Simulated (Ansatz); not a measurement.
# Binding across the interface in Zr2CO2 MXene, 4 layers (80 atoms): runs compared

How much energy holds the two parts of Zr2CO2 MXene, 4 layers (80 atoms) together, and how does it fall off with distance?

Computed with Ansatz 0.2.0: Kohn-Sham DFT, PBE+D4, PAW (set soft_2), plane waves.

## (1) The cell as built

The cell holds 80 atoms: 16 C, 32 Zr and 32 O. Its edges and angles: a = 6.752 Å, b = 6.752 Å, c = 40.780 Å, α = 90.0°, β = 90.0°, γ = 120.0°. It derives from Zr2CO2 (Zr2CO2 MXene). 4 layers of Zr2CO2 MXene (a = 3.31 Å), 2 x 2 cells, biaxial strain +2 %, every second layer slid by 0.667 of a1 + 2 a2; facing planes 2.84, 2.72, 2.82 Å apart; 14 Å of vacuum. Regions: layer 1, 20 atoms (4 C, 8 Zr and 8 O); layer 2, 20 atoms (4 C, 8 Zr and 8 O); layer 3, 20 atoms (4 C, 8 Zr and 8 O); layer 4, 20 atoms (4 C, 8 Zr and 8 O). Vacuum lies along c.

What the set-up can't give: The cell is under 6 Å thick along two periodic directions, so every atom has periodic images of itself close by, which move with it and show among its neighbours and in g(r).

## (2) The reference run

The reference is a single point at the end of the relaxation.

The parts (lower: layer 1, layer 2 and layer 3 and upper: layer 4) keep their atoms where they stand in it, and shifted cells move the upper part rigidly.

Its input, with most atom lines left out:

```yaml
crystal:
  lattice:
    - [6.7524, 0.0, 0.0]
    - [-3.3762, 5.84775, 0.0]
    - [0.0, 0.0, 40.78]
  atoms:
    - { symbol: C, position: [0.00025, 0.00019, 0.22709] }
    - { symbol: Zr, position: [0.16672, 0.3337, 0.26097] }
    - { symbol: Zr, position: [0.33342, 0.16705, 0.1932] }
    - { symbol: O, position: [0.33342, 0.16704, 0.28244] }
    - { symbol: O, position: [0.16685, 0.33371, 0.17167] }
    - { symbol: C, position: [0.00012, 0.50033, 0.2271] }
    - { symbol: Zr, position: [0.16665, 0.83372, 0.26097] }
    [... atom lines 8 to 80 left out ...]
kpoints:
  mp_grid: { grid: [3, 3, 1] }
hamiltonian:
  xc: pbe
  dispersion: d4
scf:
  occupations: { method: fixed }
output:
  forces: true
  populations: intrinsic
  dos:
    method: { smearing: { sigma: 0.08 } }
    de: 0.1
    projected:
      site_lists:
        C: [C]
        O: [O]
        Zr: [Zr]
        layer_1: [0, 1, 2, 3, 4, 5, 6, 7, 8, 9, 10, 11, 12, 13, 14, 15, 16, 17, 18, 19]
        layer_2: [20, 21, 22, 23, 24, 25, 26, 27, 28, 29, 30, 31, 32, 33, 34, 35, 36, 37, 38, 39]
        layer_3: [40, 41, 42, 43, 44, 45, 46, 47, 48, 49, 50, 51, 52, 53, 54, 55, 56, 57, 58, 59]
        layer_4: [60, 61, 62, 63, 64, 65, 66, 67, 68, 69, 70, 71, 72, 73, 74, 75, 76, 77, 78, 79]
  eigenvalues: true
  write_density: true
  write_potential: true
  volumetric_format: npy
```

- free energy per atom: -1952.0799 eV/atom
- r.m.s. force component: 0.00779 eV/Å

Filled and empty levels are parted by 1.10 eV on the run's k-points; the mesh holds the band edges only if they fold onto it, so the gap at this level can be narrower or closed, while semilocal functionals tend to narrow gaps against experiment.

## (3) The runs

Each row is one run, on 4 threads of Arm Neoverse V1, shared host. The free energy is the program's total, comparable only between runs with the same functional, potentials and atoms, or as a whole against its parts.

| run | atoms | outcome | ionic steps, all passes | free energy (eV) | time | host memory (GiB) |
| --- | --- | --- | --- | --- | --- | --- |
| Single point at the start | 80 | converged | - | -156165.391 | 3 min | 9.7 |
| Relaxation | 80 | converged | 4 | -156166.388 | 8.9 min | 9.7 |
| Single point at the relaxed geometry | 80 | converged | - | -156166.388 | 5.3 min | 10 |
| The lower part alone | 60 | converged | - | -117124.601 | 3.1 min | 8.3 |
| The upper part alone | 20 | converged | - | -39041.228 | 33 s | 3.3 |
| Upper part moved by +0.3 Å | 80 | converged | - | -156166.360 | 3.2 min | 10 |
| Upper part moved by -0.3 Å | 80 | converged | - | -156166.284 | 3.1 min | 10 |
| Upper part moved by +0.8 Å | 80 | converged | - | -156166.235 | 3 min | 10 |

In some runs the program notes that the exchange-correlation potential is rough where the density is thin.

## (4) Interaction energy

Whole cell less its two parts, each frozen at the geometry of the whole and solved in the same cell with the same functional, so that energy zeros cancel. The upper part is 'layer 4' and the lower part 'layer 1, layer 2 and layer 3'. The nearest atoms of the two parts stand 3.37 Å apart. The face is 39.49 Å².

| functional | interaction energy (eV) | of it, the added dispersion term (eV) | per area (meV/Å²) | per area (J/m²) | per atom of the upper part (meV) |
| --- | --- | --- | --- | --- | --- |
| PBE+D4 | -0.559 | -0.702 | -14.2 | -0.23 | -27.9 |

## (5) Energy against separation

The upper part is moved rigidly along the normal from its place in the reference.

| shift (Å) | energy change (eV) | per area (meV/Å²) | share of the binding lost (%) | gap (eV) |
| --- | --- | --- | --- | --- |
| -0.3 | 0.104 | 2.63 | - | 1.06 |
| +0.0 | 0.000 | 0.00 | - | 1.10 |
| +0.3 | 0.029 | 0.72 | 5 | 1.10 |
| +0.8 | 0.153 | 3.87 | 27 | 1.10 |

## (6) Levels of whole and parts

| cell | gap (eV) | vacuum level at the upper face, over the highest filled level, or over E_F where no gap is given (eV) | moment (μB) |
| --- | --- | --- | --- |
| whole | 1.10 | 5.17 | no spin |
| lower part | 1.10 | 5.16 | no spin |
| upper part | 1.13 | 5.18 | no spin |

## (7) Outcome

The parts bind with 14.2 meV/Å² (0.559 eV for the cell) at the level PBE+D4, the size of van der Waals binding between sheets. The added dispersion term contributes -0.702 eV, the functional itself 0.143 eV. The curvature over ±0.3 Å is 0.60×10²⁰ N/m³, and the energy rises faster on the near side. At +0.8 Å, 27 % of the binding is lost; the shift also narrows the vacuum to the periodic image. On the run's k-points the gap of the whole, 1.10 eV, lies 0.0035 eV under the smaller of the parts'.

**Limits.** The parts are frozen, so the energy of their deformation isn't counted. No correction is made for dipoles across the vacuum, and the parts also feel their periodic images through it.

The DFT runs together took 30 min of wall time.

[Logs are printed without paths, hosts, clocks, repeated set-up lines and the standing remarks that a program may print on its own settings, such as how far it seeks lower states.]

[Hosts, paths, dates, database ids (printed as entryN), source tags and the programs' standing remarks are cut or masked in the printed files.]
